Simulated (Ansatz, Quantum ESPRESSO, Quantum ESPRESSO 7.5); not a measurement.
# honeycomb AsSb, 1 layer: biaxial strain by an ASE script

Aim: band edges, gap and stiffness of honeycomb AsSb, 1 layer under biaxial strain.

Method: plane-wave DFT, PBE, GBRV ultrasoft pseudopotentials (geometry by Ansatz 0.2.0 with PAW datasets; geometry under PBE), in Quantum ESPRESSO 7.5.

### Step 1. The starting structure

The cell holds 2 atoms: 1 Sb and 1 As. Cell: a = 3.860 Å, b = 3.860 Å, c = 16.520 Å, α = 90.0°, β = 90.0°, γ = 120.0°. It derives from AsSb. Vacuum lies along c.

This sheet is a model structure: its symmetry is held, and its stability is not tested here.

### Step 2. Geometry from Ansatz

The geometry comes first, from a plane-wave PAW code, so that the later runs on this slab share one structure.

input.yaml reads:

```yaml
crystal:
  lattice:
    - [3.86, 0.0, 0.0]
    - [-1.93, 3.3428580586, 0.0]
    - [0.0, 0.0, 16.52]
  atoms:
    - { symbol: Sb, position: [0.6666666667, 0.3333333333, 0.4539951574] }
    - { symbol: As, position: [0.3333333333, 0.6666666667, 0.5460048426] }
kpoints:
  mp_grid: { grid: [12, 12, 1] }
hamiltonian:
  xc: pbe
scf:
  occupations: { method: fermi_dirac, width: 0.05 }
  convergence: { dr2_threshold: 1.0e-08 }
efield:
  axis: 3
  dipole_correction: true
  ramp_position: 0.97
  ramp_width: 0.04
relax:
  f_tol: 0.01
  cell: { fix: [c, alpha, beta] }
output:
  write_potential: true
  write_density: true
  volumetric_format: npy
```

Launch:

```console
$ ansatz run input.yaml --threads 2 --pin off --max-ram 4096MiB --backend cpu --events-out ev --progress --plain --runs-dir out
```

Numbers of over 12 decimals in the logs are rounded to 6 here.

What it wrote:

```text
Warning: relax.cell: scf.convergence.dr2_threshold = 1e-8 eV is looser than the 2e-10 eV advised for a relaxation that steers and ends on the stress (1e-10 eV for each atom of the cell: 2). What an SCF threshold leaves in a stress goes as its square root, and in the free energy as the threshold itself, and one threshold admits the most on a small cell: [figures from the program's tests cut] Set scf.convergence.dr2_threshold to 2e-10 eV or tighter. The threshold is an SCF's pass mark: one that does not reach it within its budget of iterations ends unconverged, or closes short of it on a stop that the run arms, and scf.convergence.dr2_threshold's page says what that costs each kind of run
Engine: ansatz 0.2.0, aarch64-unknown-linux-gnu
Pseudopotentials: kind: paw
Pseudopotential: Sb, paw, valence charge 15, recommended cutoff 420 eV (normal), Sb.paw.azcp
Pseudopotential: As, paw, valence charge 15, recommended cutoff 420 eV (normal), As.paw.azcp
Functional definition: PBE
  parameter kappa = 0.804
  parameter beta = 0.066725
  exchange = pbe_x(kappa = kappa, mu = beta*pi^2/3)
  correlation = pbe_c(beta = beta)
Crystal: 2 atoms, lattice volume = 213.165 Å³
Basis set: ecut = 420 eV, 4219 PW (Γ), exchange–correlation on 54×54×240 points (8 copies of the dense FFT grid, shifted against one another)
Bands: 19, of which v1, the nominal top of the filled ones, is band 15 counted from 1 (14 counted from 0)
Symmetry: 6 space group operations
Space group: P3m1 (ITA 156), of the structure as read, at distance tolerance 6.0e-5 Å
k-points: 19 of 144 (time reversal used)
Non-local potential: Sb, projectors of the file, l = 0: 2, l = 1: 2, l = 2: 2, l = 3: 2
Non-local potential: As, projectors of the file, l = 0: 2, l = 1: 2, l = 2: 3, l = 3: 1
PAW form: soft (Blöchl's): semilocal exchange-correlation on the pseudo side does not see the compensation charge
PAW one-centre angular grid: Sb, 590 points (default); XC on 64 Gauss nodes
PAW one-centre angular grid: As, 590 points (default); XC on 64 Gauss nodes
Initial density: superposition of atomic densities (neutral atoms: chi_scale 0, normalization atom), corrected by the library's trained network
Initial wavefunctions: pseudopotential atomic-orbital guess
Functional: x = pbe(κ = 0.804, μ = 0.219515), c = pbe(β = 0.066725)
SCF iter   1: F=—  HF=-11340.542121 eV  |F-HF|=—  |Δ(HF+E_count)|=         —  Δρ=1.62e-3  dr2=4.60e-2  ethr=1.77e-3  p=-0.046 e·Å  D=-3.93e-2 V/Å  ΔV_dip=0.65 eV  dr2_dipole=1.25e-2  V_vac-E_F(+/−)=4.78/4.14 eV  ⟨swp⟩=6.8  Hψ=2020  notcnv=0
efield: sawtooth ramp at fractional position 0.9700 (set: `efield.ramp_position`, or a place that a band, a saddle search or an elastic batch's reference lends), width 0.0400; the density the first Hamiltonian is built on has a dipole p = -0.046 e·Å; the dipole correction subtracts the counter field D = -3.93e-2 V/Å, which shifts the + side's vacuum level by +0.65 eV against the − side's; the planar-averaged density in the ramp window peaks in size at 3.2e-5 e/Å³
preconditioner: auto → Resta (q_TF=auto, 1.968 Å⁻¹)  ε∞=1.9  [insulator: Δε(μ)=1.442 eV  Ē_g=8.527 eV  σ=0.050 eV  W_gap=1.00  n_scr=28 (ndim 8)  ℏωp=8.0 eV  f_vac=0.676  D(μ)=0.00/eV (n_scr^D=0)  ε∞_Penn≈1.9  vacuum switching on, ρ_ref=5.3e-3 e/Å³]
SCF iter   2: F=—  HF=-11340.551263 eV  |F-HF|=—  |Δ(HF+E_count)|=   9.14e-3  Δρ=2.45e-3  dr2=1.02e-1  ethr=1.53e-4  p=-0.001 e·Å  D=-8.14e-4 V/Å  ΔV_dip=0.01 eV  dr2_dipole=2.48e-2  V_vac-E_F(+/−)=4.47/4.46 eV  ⟨swp⟩=3.1  Hψ=686  notcnv=0
SCF iter   3: F=—  HF=-11340.537275 eV  |F-HF|=—  |Δ(HF+E_count)|=   1.40e-2  Δρ=4.19e-4  dr2=6.73e-4  ethr=1.53e-4  p=-0.028 e·Å  D=-2.39e-2 V/Å  ΔV_dip=0.40 eV  dr2_dipole=5.29e-5  V_vac-E_F(+/−)=4.63/4.23 eV  ⟨swp⟩=3.0  Hψ=499  notcnv=0
SCF iter   4: F=—  HF=-11340.537917 eV  |F-HF|=—  |Δ(HF+E_count)|=   6.42e-4  Δρ=3.12e-4  dr2=2.21e-4  ethr=2.24e-6  p=-0.026 e·Å  D=-2.18e-2 V/Å  ΔV_dip=0.36 eV  dr2_dipole=8.98e-6  V_vac-E_F(+/−)=4.58/4.22 eV  ⟨swp⟩=2.7  Hψ=748  notcnv=0
SCF iter   5: F=—  HF=-11340.537750 eV  |F-HF|=—  |Δ(HF+E_count)|=   1.67e-4  Δρ=1.26e-4  dr2=4.49e-5  ethr=7.38e-7  p=-0.026 e·Å  D=-2.17e-2 V/Å  ΔV_dip=0.36 eV  dr2_dipole=2.73e-6  V_vac-E_F(+/−)=4.58/4.22 eV  ⟨swp⟩=2.0  Hψ=692  notcnv=0
SCF iter   6: F=—  HF=-11340.537742 eV  |F-HF|=—  |Δ(HF+E_count)|=   7.40e-6  Δρ=1.07e-4  dr2=3.69e-5  ethr=1.50e-7  p=-0.025 e·Å  D=-2.15e-2 V/Å  ΔV_dip=0.35 eV  dr2_dipole=1.25e-6  V_vac-E_F(+/−)=4.58/4.22 eV  ⟨swp⟩=2.0  Hψ=690  notcnv=0
SCF iter   7: F=—  HF=-11340.537731 eV  |F-HF|=—  |Δ(HF+E_count)|=   1.18e-5  Δρ=4.45e-5  dr2=7.00e-6  ethr=1.23e-7  p=-0.025 e·Å  D=-2.14e-2 V/Å  ΔV_dip=0.35 eV  dr2_dipole=3.59e-7  V_vac-E_F(+/−)=4.58/4.22 eV  ⟨swp⟩=2.5  Hψ=587  notcnv=0
SCF iter   8: F=—  HF=-11340.537736 eV  |F-HF|=—  |Δ(HF+E_count)|=   5.08e-6  Δρ=1.01e-5  dr2=3.59e-7  ethr=2.33e-8  p=-0.025 e·Å  D=-2.13e-2 V/Å  ΔV_dip=0.35 eV  dr2_dipole=2.08e-8  V_vac-E_F(+/−)=4.58/4.22 eV  ⟨swp⟩=2.0  Hψ=550  notcnv=0
SCF iter   9: F=—  HF=-11340.537735 eV  |F-HF|=—  |Δ(HF+E_count)|=   1.25e-7  Δρ=2.27e-6  dr2=1.60e-8  ethr=1.20e-9  p=-0.025 e·Å  D=-2.13e-2 V/Å  ΔV_dip=0.35 eV  dr2_dipole=1.01e-9  V_vac-E_F(+/−)=4.58/4.22 eV  ⟨swp⟩=2.0  Hψ=549  notcnv=0
SCF iter  10: F=-11340.537735 eV  HF=-11340.537735 eV  |F-HF|=9.09e-12  |Δ(HF+E_count)|=   7.02e-9  Δρ=1.42e-7  dr2=5.92e-11  ethr=3.33e-11  p=-0.025 e·Å  D=-2.13e-2 V/Å  ΔV_dip=0.35 eV  dr2_dipole=4.57e-12  V_vac-E_F(+/−)=4.58/4.22 eV  ⟨swp⟩=8.9  Hψ=2156  notcnv=0
SCF 1 converged in 10 iterations: F = -11340.537735 eV  dr2 = 5.92e-11
  greatest PAW one-centre occupation: 0.999 electrons in one spin orbital (limit 2), on the As atom at site 1 (counted from 0), in its partial waves of l = 2
relax step   1: F+E_penalty+E_count = -11340.53773547 eV  Δ(F+E_penalty+E_count) = +0.000e0 eV  max|allowed force component| = 9.859e-2 eV/Å  Δτ_max = 0.0000 Å  P = -0.037 GPa  Ω = 213.165 Å³  fix = [c, alpha, beta]  reactions: c -0.113 GPa  (10 SCF iters, accepted)
Crystal: 2 atoms, lattice volume = 214.411 Å³
Basis set: ecut = 420 eV, 4267 PW (Γ), exchange–correlation on 54×54×240 points (8 copies of the dense FFT grid, shifted against one another)
Initial density: handed on by an earlier stage of this run
Initial wavefunctions: those handed on with the density
iter 1 solved again at ethr=7.63e-6 eV; its pass at ethr=3.10e-3 eV (dr2=2.29e-3 eV) is discarded
[...]
SCF iter   2: F=—  HF=-11340.538316 eV  |F-HF|=—  |Δ(HF+E_count)|=   3.62e-4  Δρ=3.00e-4  dr2=2.23e-4  ethr=4.02e-6  p=-0.026 e·Å  D=-2.19e-2 V/Å  ΔV_dip=0.36 eV  dr2_dipole=1.68e-5  V_vac-E_F(+/−)=4.63/4.27 eV  ⟨swp⟩=2.4  Hψ=485  notcnv=0
SCF iter   3: F=—  HF=-11340.538340 eV  |F-HF|=—  |Δ(HF+E_count)|=   2.36e-5  Δρ=1.77e-4  dr2=4.99e-4  ethr=7.42e-7  p=-0.023 e·Å  D=-1.97e-2 V/Å  ΔV_dip=0.32 eV  dr2_dipole=1.23e-4  V_vac-E_F(+/−)=4.60/4.28 eV  ⟨swp⟩=2.0  Hψ=433  notcnv=0  recentre
SCF iter   4: F=—  HF=-11340.538271 eV  |F-HF|=—  |Δ(HF+E_count)|=   6.92e-5  Δρ=7.67e-5  dr2=1.45e-5  ethr=7.42e-7  p=-0.025 e·Å  D=-2.14e-2 V/Å  ΔV_dip=0.35 eV  dr2_dipole=2.10e-6  V_vac-E_F(+/−)=4.61/4.26 eV  ⟨swp⟩=2.0  Hψ=397  notcnv=0
SCF iter   5: F=—  HF=-11340.538261 eV  |F-HF|=—  |Δ(HF+E_count)|=   9.28e-6  Δρ=1.23e-5  dr2=3.15e-7  ethr=4.83e-8  p=-0.025 e·Å  D=-2.12e-2 V/Å  ΔV_dip=0.35 eV  dr2_dipole=9.77e-12  V_vac-E_F(+/−)=4.61/4.26 eV  ⟨swp⟩=2.7  Hψ=509  notcnv=0
SCF iter   6: F=—  HF=-11340.538271 eV  |F-HF|=—  |Δ(HF+E_count)|=   9.53e-6  Δρ=3.63e-6  dr2=3.04e-8  ethr=1.05e-9  p=-0.025 e·Å  D=-2.11e-2 V/Å  ΔV_dip=0.35 eV  dr2_dipole=9.36e-10  V_vac-E_F(+/−)=4.61/4.26 eV  ⟨swp⟩=2.0  Hψ=643  notcnv=0
SCF iter   7: F=-11340.538271 eV  HF=-11340.538271 eV  |F-HF|=2.48e-9  |Δ(HF+E_count)|=   1.30e-8  Δρ=1.11e-6  dr2=2.50e-9  ethr=3.33e-11  p=-0.025 e·Å  D=-2.11e-2 V/Å  ΔV_dip=0.35 eV  dr2_dipole=4.50e-12  V_vac-E_F(+/−)=4.61/4.26 eV  ⟨swp⟩=8.6  Hψ=2099  notcnv=0
SCF 3 converged in 7 iterations: F = -11340.538271 eV  dr2 = 2.50e-9
relax step   3: F+E_penalty+E_count = -11340.53827088 eV  Δ(F+E_penalty+E_count) = -5.354e-4 eV  max|allowed force component| = 1.754e-3 eV/Å  Δτ_max = 0.0056 Å  P = +0.008 GPa  Ω = 213.675 Å³  energy of the carried Pulay correction = -2.337e-5 eV  fix = [c, alpha, beta]  reactions: c +0.002 GPa  (7 SCF iters, accepted)
Initial wavefunctions: pseudopotential atomic-orbital guess (no wavefunctions were taken with the density)
iter 1 solved again at ethr=7.85e-7 eV; its pass at ethr=3.10e-3 eV (dr2=2.36e-4 eV) is discarded
SCF iter   1: F=—  HF=-11340.538293 eV  |F-HF|=—  |Δ(HF+E_count)|=         —  Δρ=2.98e-6  dr2=6.35e-9  ethr=7.85e-7  p=-0.025 e·Å  D=-2.11e-2 V/Å  ΔV_dip=0.35 eV  dr2_dipole=2.79e-11  V_vac-E_F(+/−)=4.61/4.26 eV  ⟨swp⟩=3.0  Hψ=2900  notcnv=0
efield: sawtooth ramp at fractional position 0.9700 (set: `efield.ramp_position`, or a place that a band, a saddle search or an elastic batch's reference lends), width 0.0400; the density the first Hamiltonian is built on has a dipole p = -0.025 e·Å; the dipole correction subtracts the counter field D = -2.11e-2 V/Å, which shifts the + side's vacuum level by +0.35 eV against the − side's; the planar-averaged density in the ramp window peaks in size at 1.2e-7 e/Å³
eigensolver tolerance schedule: the retry pair's looser diagonalisation over-reported the residual by 37109.75 of it (diagonalisation noise at an unbounded share of the residual, at the tolerance the schedule requests for it); recorded, not acted on — ethr = c·dr2/N_el stays at c = 1.0e-1
preconditioner: auto → Resta (q_TF=auto, 1.967 Å⁻¹)  ε∞=1.9  [insulator: Δε(μ)=1.502 eV  Ē_g=8.593 eV  σ=0.050 eV  W_gap=1.00  n_scr=28 (ndim 8)  ℏωp=8.0 eV  f_vac=0.676  D(μ)=0.00/eV (n_scr^D=0)  ε∞_Penn≈1.9  vacuum switching on, ρ_ref=5.4e-3 e/Å³]
SCF iter   2: F=—  HF=-11340.538297 eV  |F-HF|=—  |Δ(HF+E_count)|=   3.83e-6  Δρ=1.26e-6  dr2=1.46e-9  ethr=2.12e-11  p=-0.025 e·Å  D=-2.11e-2 V/Å  ΔV_dip=0.35 eV  dr2_dipole=3.68e-11  V_vac-E_F(+/−)=4.61/4.26 eV  ⟨swp⟩=14.5  Hψ=3167  notcnv=0
SCF iter   3: F=-11340.538299 eV  HF=-11340.538298 eV  |F-HF|=5.62e-7  |Δ(HF+E_count)|=   1.13e-6  Δρ=6.59e-7  dr2=5.60e-10  ethr=4.86e-12  p=-0.025 e·Å  D=-2.11e-2 V/Å  ΔV_dip=0.35 eV  dr2_dipole=2.30e-11  V_vac-E_F(+/−)=4.61/4.26 eV  ⟨swp⟩=7.0  Hψ=2082  notcnv=0
SCF 4 converged in 3 iterations: F = -11340.538299 eV  dr2 = 5.60e-10
relax step   4: F+E_penalty+E_count = -11340.53829873 eV  Δ(F+E_penalty+E_count) = -2.785e-5 eV  max|allowed force component| = 1.742e-3 eV/Å  Δτ_max = 0.0000 Å  P = +0.008 GPa  Ω = 213.675 Å³  fix = [c, alpha, beta]  reactions: c +0.002 GPa  stress off target by 1.13e-2 GPa on what of the cell is left free  SCF on the basis re-selected at this cell (its energy is not comparable with the rows above)  (3 SCF iters)
basis re-selected at this cell: Δ(F+E_penalty+E_count) = -2.785e-5 eV, ΔP = -0.000 GPa vs the last step (what re-selecting the basis moved, of the pressure what is left beyond the Pulay correction that the steps carried, after the strain that the cell walked since its last selection, with what the two solves' SCF thresholds leave and, on support functions, any second-order correction that the steps lacked; it is no m [...]
WARN: The output density's exchange-correlation potential varies sharply where the density is thin. Do not read a vacuum level from v_tot or v_xc, or from such a field of the output density. On a cell that repeats whose density bears no net charge and no dipole along the vacuum's axis use v_es (v_loc + v_h of the components); under efield.dipole_correction with no amplitude use v_es + v_field, which holds any externa [...]
SCF converged after 3 iterations
Free energy (F): -11340.538299 eV
Harris-Foulkes:  -11340.538298 eV  (|F-HF|=5.62e-7)
Internal energy: -11340.538299 eV  (E = F + TS)
E sigma→0 (E₀):  -11340.538299 eV
Entropy (-TS):   -0.000000 eV (-0.000 meV/atom)
Fermi energy:    -0.893103 eV
Dipole field:    D = -0.021136 V/Å  (p = -0.024959 e·Å, saw-weighted, corrected)
Work function:   Φ+ = 4.6065 eV   Φ− = 4.2574 eV
Levels:          The Fermi level and band energies are counted from a zero that moves with the ramp; work functions are not
--- Per-component energies (eV) ---
  E_band       = -729.423077
  E_kinetic    = 308.270553
  E_local      = -14823.509385  (includes V_loc(G=0)·N_el)
  E_nonlocal   = -308.606973
  E_hartree    = 7264.820578
  E_xc         = -216.679724
  E_vxc        = -173.983862  (∫ρ·V_xc dr)
  E_paw        = -6409.864302  (= ΣΔE_a)
  E_vpaw       = -261.339010  (= ΣTr[D̂ρ^β])
  E_aug_tail   = 0.000006  (compensation charges beyond the density's cutoff)
  E_efield     = 0.000264  (sawtooth field / dipole correction)
  E_vefield    = 0.105280  (∫n·V_field dr)
  E_ewald      = 2845.030683
  E_smearing   = -0.000000  (= −TS)
  E_closure    = 0.000000  (closes the sum)
  Σ components = -11340.538299   (vs F -11340.538299, Δ=0.00e0)
--- Forces (eV/Å), atoms counted from 1 ---
  atom   1  Sb     0.00000000     0.00000000    -0.00174176
  atom   2  As     0.00000000    -0.00000000     0.00174320
  max |Σ_I F_I| component: 1.43e-6 eV/Å
--- Stress (GPa, compression-positive) ---
        0.011336      -0.000000       0.000000
       -0.000000       0.011336      -0.000000
        0.000000      -0.000000       0.001915
  P = ⅓ Tr σ = 0.0082 GPa (0.082 kbar)
--- Band table (eV; the first three rows and the last of 19) ---
  k-point 0: bands = [... 11 lower, -8.2920, -2.1347, -1.6159, -1.6159, 0.1293, 1.7006, 1.7006, 2.9484]
  k-point 1: bands = [... 11 lower, -8.2836, -2.3803, -2.0966, -1.7890, 0.6933, 1.5336, 1.8679, 3.0582]
  k-point 2: bands = [... 11 lower, -8.2956, -3.5226, -2.1815, -2.0228, 0.4934, 2.0126, 2.1969, 3.3589]
  k-point 18: bands = [... 11 lower, -10.0129, -5.4323, -3.6024, -3.2528, 0.1604, 2.1466, 2.8206, 5.7710]
--- Relaxed structure (3 steps of the walk, 2 accepted, 1 SCFs on fresh bases) ---
  F+E_penalty+E_count = -11340.53829873 eV   max|allowed force component| = 1.742e-3 eV/Å   (the final SCF, on the basis selected at the relaxed cell)
  cell:  # Å, volume = 213.6753 Å³
    - [3.864620, 0, 0]
    - [-1.932310, 3.346859, 0]
    - [0, 0, 16.52]
  atoms:
    - { symbol: Sb, position: [0.666667, 0.333333, 0.454333] }
    - { symbol: As, position: [0.333333, 0.666667, 0.545667] }
```

It took 14 s on 2 threads of Arm Neoverse V1, shared host; peak memory 0.52 GiB; 27 s of CPU time.

Relaxation path:

```
step  energy less that of the first step (eV)  largest force component (eV/Å)  pressure (GPa)  volume (Å³)
   1                                   0.0000                          0.0986           -0.04       213.16
   2                                   0.0038                          0.2996            0.18       214.41
   3                                  -0.0005                          0.0018            0.01       213.68
  4*                                  -0.0006                          0.0017            0.01       213.68
```

Relaxation steps marked * repeat the geometry before them on a plane-wave basis chosen anew for their cell, so energy and pressure can jump there. Relaxation step 2 was tried and not accepted.

```
cell as run  before  after  change
      a (Å)   3.860  3.865  +0.1 %
      b (Å)   3.860  3.865  +0.1 %
```

Final coordinates:

```xyz
2
Lattice="3.8646 0.0000 0.0000 -1.9323 3.3469 0.0000 0.0000 0.0000 16.5200" Properties=species:S:1:pos:R:3
Sb    1.9323    1.1156    7.5056
As    0.0000    2.2312    9.0144
```

Read from the output:

* free energy: -11340.5383 eV
* Fermi energy: -0.8931 eV
* gap by band count: 1.502 eV
* symmetry operations: 6
* dipole along the normal: -0.02496 e·Å
* vacuum level at the upper face over a Fermi level inside the gap: 4.607 eV
* vacuum level at the lower face over a Fermi level inside the gap: 4.257 eV

[end of part 1 of 2]

[Logs are printed without paths, hosts, clocks, repeated set-up lines and the standing remarks that a program may print on its own settings, such as how far it seeks lower states.]

[Hosts, paths, dates, database ids (printed as entryN), source tags and the programs' standing remarks are cut or masked in the printed files.]

[Maps of the electrostatic potential energy from Ansatz leave out the sawtooth potential of an applied field or a dipole correction, so their vacuum need not be flat; planar profiles and work functions include it.]
